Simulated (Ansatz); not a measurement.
# Quasiparticle gap of RbSb4F13 (I4/m), part 2 of 2

Aim: the quasiparticle gap of RbSb4F13 (I4/m), starting from PBE.

Ansatz 0.2.0; PBE, then G0W0 on it, plane waves, PAW. Known limits of the many-body steps: finite bands, screening cutoff and k mesh; no spin-orbit coupling in G0W0; screening cutoff under 40 eV in some runs.

So far. Step 3 (Bands along the symmetry lines): Over mesh and path the gap is 4.737 eV, from k = (-0.750, 0.250, 0.250) to k = (-0.293, -0.293, 0.293). The least direct gap found is 4.803 eV, at k = (-0.750, 0.250, 0.250). On the 4×4×4 mesh alone the same run gives 4.755 eV, so that mesh misses an edge of PBE: 4.755 − 4.737 = +0.018 eV. Step 4 (G0W0 on the 4×4×4 mesh): Over all 14 irreducible mesh points the G0W0 gap is 7.321 eV, from k = (0.250, 0.250, 0.250) to k = (0.250, 0.250, -0.250).

In doubt: masses and optical values from hybrid runs of this build are listed as unsure (in some of the runs), which bears on the screening that GW takes from such a start.

**5. Spin-orbit coupling**

This run has two-component orbitals with spin-orbit coupling.

This step: DFT, PBE with spin-orbit coupling, plane waves, PAW; PAW set soft_1.

input.yaml

```yaml
crystal:
  lattice:
    - [-4.8175, 4.8175, 3.2815]
    - [4.8175, -4.8175, 3.2815]
    - [4.8175, 4.8175, -3.2815]
  atoms:
    - { symbol: Rb, position: [0.5, 0.5, 0.0] }
    - { symbol: Sb, position: [0.0063970689, 0.2770921314, 0.2834892002] }
    - { symbol: Sb, position: [0.2770921314, 0.9936029311, 0.2706950625] }
    - { symbol: Sb, position: [0.9936029311, 0.7229078686, 0.7165107998] }
    - { symbol: Sb, position: [0.7229078686, 0.0063970689, 0.7293049375] }
    - { symbol: F, position: [0.0, 0.0, 0.0] }
    - { symbol: F, position: [0.5614796371, 0.8766087358, 0.4380883729] }
    - { symbol: F, position: [0.8766087358, 0.4385203629, 0.3151290987] }
    - { symbol: F, position: [0.4385203629, 0.1233912642, 0.5619116271] }
    - { symbol: F, position: [0.1233912642, 0.5614796371, 0.6848709013] }
    - { symbol: F, position: [0.4300990428, 0.3344864191, 0.3207384218] }
    - { symbol: F, position: [0.3344864191, 0.0137479972, 0.9043873762] }
    - { symbol: F, position: [0.0137479972, 0.109360621, 0.6792615782] }
    - { symbol: F, position: [0.109360621, 0.4300990428, 0.0956126238] }
    - { symbol: F, position: [0.5699009572, 0.6655135809, 0.6792615782] }
    - { symbol: F, position: [0.6655135809, 0.9862520028, 0.0956126238] }
    - { symbol: F, position: [0.9862520028, 0.890639379, 0.3207384218] }
    - { symbol: F, position: [0.890639379, 0.5699009572, 0.9043873762] }
kpoints:
  mp_grid: { grid: [4, 4, 4] }
  band_path:
    path:
      - [0.0, 0.0, 0.0]
      - [-0.5, 0.5, 0.0]
      - [-0.5, 0.5, 0.5]
      - [-0.36599556, -0.36599556, 0.36599556]
      - [-0.63400444, 0.36599556, 0.63400444]
      - [-0.75, 0.25, 0.25]
      - [-0.5, 0.0, 0.5]
      - [-0.292796448, -0.292796448, 0.292796448]
    npoints: 1
hamiltonian:
  xc: pbe
  pseudopotentials: { kind: paw_fr, azcp: { folder: soft_1 } }
scf:
  occupations: { method: fixed }
  n_extra_bands: 20
magnetization:
  noncollinear: true
  spin_orbit: true
output:
  eigenvalues: true
  forces: true
  stress: true
  write_density: true
  write_potential: true
  elf: true
  volumetric_format: npy
```

The run is started by

```sh
> ansatz run input.yaml --threads 2 --pin off --max-ram 92160MiB --backend cuda --events-out ev --progress --plain --runs-dir out --devices 1 --max-vram 13GiB
```

Run time: 12 s. Hardware: 1 × NVIDIA H100 80GB HBM3 (shared by 6 runs) with 2 threads of AMD EPYC 7R13 (Zen 3), shared host; peak memory 1.8 GiB.

This step gave:

* pressure: 1.641 GPa
* gap: 4.697 eV
* valence top at: P
* conduction bottom at: k = (-0.293, -0.293, 0.293)
* least direct gap: 4.757 eV

Over mesh and listed points the gap is 4.697 eV, from k = (-0.750, 0.250, 0.250) to k = (-0.293, -0.293, 0.293). The least direct gap found is 4.757 eV, at k = (-0.750, 0.250, 0.250). On the 4×4×4 mesh alone the same run gives 4.713 eV, so that mesh misses an edge of PBE+SOC: 4.713 − 4.697 = +0.016 eV. PBE+SOC against PBE: 4.697 − 4.737 = −0.040 eV, with the same mesh, set of files (read in its fully relativistic form for the spin-orbit run) and cutoff, and both edges at the same k points. The spin-orbit run sees mesh and listed points alone, so its gap is an upper bound: the coupling can move an edge off these points, and the change over the zone, its sign included where it is small, is not known.

**6. The runs together**

Each gap is the least one over the points named; times are wall times on shared hosts, not benchmarks. A G0W0 time includes the run's own self-consistent start. Runs with listed points see these and the mesh alone, so an edge that moves elsewhere is missed. Rows marked * are further runs, not shown as steps, whose inputs differ from the G0W0 step on the same start in the columns given; solver thresholds can differ too. Symmetry makes (-0.750, 0.250, 0.250) and (0.250, 0.250, 0.250) one point.

```csv
level,mesh,"files, cutoff","bands summed, screening",points,gap (eV),valence top,conduction bottom,least direct gap (eV),time
PBE,4×4×4,"soft_1 PAW, 420 eV",-,mesh and path,4.737,"(-0.750, 0.250, 0.250)","(-0.293, -0.293, 0.293)",4.803,7.6 s
PBE+SOC,4×4×4,"soft_1 PAW, 420 eV",-,mesh and listed points,4.697,"(-0.750, 0.250, 0.250)","(-0.293, -0.293, 0.293)",4.757,12 s
G0W0@PBE*,4×4×4,"soft_1 PAW, 420 eV","248, 39 eV",all 14 irreducible mesh points,7.470,"(0.250, 0.250, 0.250)","(0.250, 0.250, -0.250)",7.553,40 s
G0W0@PBE*,4×4×4,"soft_1 PAW, 420 eV","556, 78 eV",all 14 irreducible mesh points,7.298,"(0.250, 0.250, 0.250)","(0.250, 0.250, -0.250)",7.326,96 s
G0W0@PBE,4×4×4,"soft_1 PAW, 420 eV","1105, 130 eV",all 14 irreducible mesh points,7.321,"(0.250, 0.250, 0.250)","(0.250, 0.250, -0.250)",7.347,5.2 min
G0W0@PBE*,2×2×2,"soft_1 PAW, 420 eV","556, 78 eV",all 4 irreducible mesh points,7.427,"(0.000, 0.000, -0.500)","(0.000, -0.500, 0.000)",7.484,11 s
G0W0@PBE*,4×4×4,"soft_1 PAW, 420 eV","1105, 130 eV, plasmon pole",all 14 irreducible mesh points,7.375,"(0.250, 0.250, 0.250)","(0.250, 0.250, -0.250)",7.388,8.6 min
```

**7. What came out**

```
PBE gap over mesh and path                       : 4.737 eV, from k = (-0.750, 0.250, 0.250) to k = (-0.293, -0.293, 0.293)
G0W0@PBE gap over all 14 irreducible mesh points : 7.321 eV, from k = (0.250, 0.250, 0.250) to k = (0.250, 0.250, -0.250)
PBE+SOC gap over mesh and listed points          : 4.697 eV
GW settings                                      : 4×4×4 mesh, 1025 empty bands, screening to 130 eV, PAW set soft_1 files
known limits                                     : finite bands, screening cutoff and k mesh; no spin-orbit coupling in G0W0; screening cutoff under 40 eV in some runs
```

**Reading.** Over all 14 irreducible mesh points the G0W0 gap is 7.321 eV, from k = (0.250, 0.250, 0.250) to k = (0.250, 0.250, -0.250). The PBE gap of this run on the mesh is 4.755 eV. The two states that bound the G0W0 gap lie that far apart at the start, so the correction of the gap is 7.321 − 4.755 = +2.566 eV. The valence state moves by 1.447 − 2.887 = −1.440 eV and the conduction state by 8.768 − 7.642 = +1.126 eV, on the run's own scale; with 248 bands the edge states move by −1.295 and +1.420 eV, so the split between the edges depends on the bands and cutoff. Over mesh and path, PBE puts the conduction bottom at k = (-0.293, -0.293, 0.293), where no G0W0 correction was computed. The G0W0 gap over the whole zone is therefore not known from this run; at its settings it can only be equal to or under the 7.321 eV found, and no correction is carried over from another point. For the start itself the gap is 4.737 eV over mesh and path and 4.755 eV on the mesh of the G0W0 run. From 248 bands and 39 eV to 1105 bands and 130 eV the gap moves by 7.321 − 7.470 = −0.149 eV (rung by rung 7.470, 7.298, 7.321 eV); bands and screening cutoff rise together, so their parts are not told apart. The gap turns back along the series (7.470, 7.298, 7.321 eV), so no line is drawn and the limit is not known. With the 2×2×2 mesh in place of the 4×4×4 mesh and all else as in the G0W0@PBE row with 556 bands, the gap differs by 7.427 − 7.298 = +0.129 eV, and that of the start by 4.887 − 4.755 = +0.132 eV; an edge lies at another k point, so this need not be the shift of one pair of states. With the plasmon pole model in place of the contour deformation model and all else as in the G0W0@PBE row with 1105 bands, the gap differs by 7.375 − 7.321 = +0.054 eV. G0W0 on other starts in this series, not shown as steps and not all at these settings: 8.056 eV on HSE06 (4×4×4, soft_1 PAW, 1105 bands, 130 eV). PBE+SOC against PBE: 4.697 − 4.737 = −0.040 eV, with the same mesh, set of files (read in its fully relativistic form for the spin-orbit run) and cutoff, and both edges at the same k points. The spin-orbit run sees mesh and listed points alone, so its gap is an upper bound: the coupling can move an edge off these points, and the change over the zone, its sign included where it is small, is not known. What spin-orbit coupling does to the G0W0 levels was not computed, so no sum with the G0W0 gap is formed. The G0W0 runs are scalar-relativistic. G0W0 is shown with one set of atomic data (soft_1 PAW), so the error from the files is not known here. A screening cutoff under 40 eV is crude: G0W0@PBE with 248 bands at 39 eV.

[Paths, hosts, dates, memory and timing lines, banners, echoed tables and standing remarks are left out of the program output.]

[Logs are printed without paths, hosts, clocks, repeated set-up lines and the standing remarks that a program may print on its own settings, such as how far it seeks lower states.]

[Runs of the session that timed out or met a known fault of the program may be left out.]

[Cells called generated may have been cut or substituted from an entry of the Crystallography Open Database or the Materials Project.]

[Hosts, paths, dates, database ids (printed as entryN), source tags and the programs' standing remarks are cut or masked in the printed files.]

[Where an RPA ε∞ is given, it is that of the G0W0 mesh and is not shown converged in it. Names of k-points follow the symmetry that the program found, which can be lower than the space group named. Band edges on a path are those of the sampled points; other points can move an edge, and change direct to indirect where valleys lie close.]

[Hybrid gaps are those of their k-mesh and are not shown converged in it.]
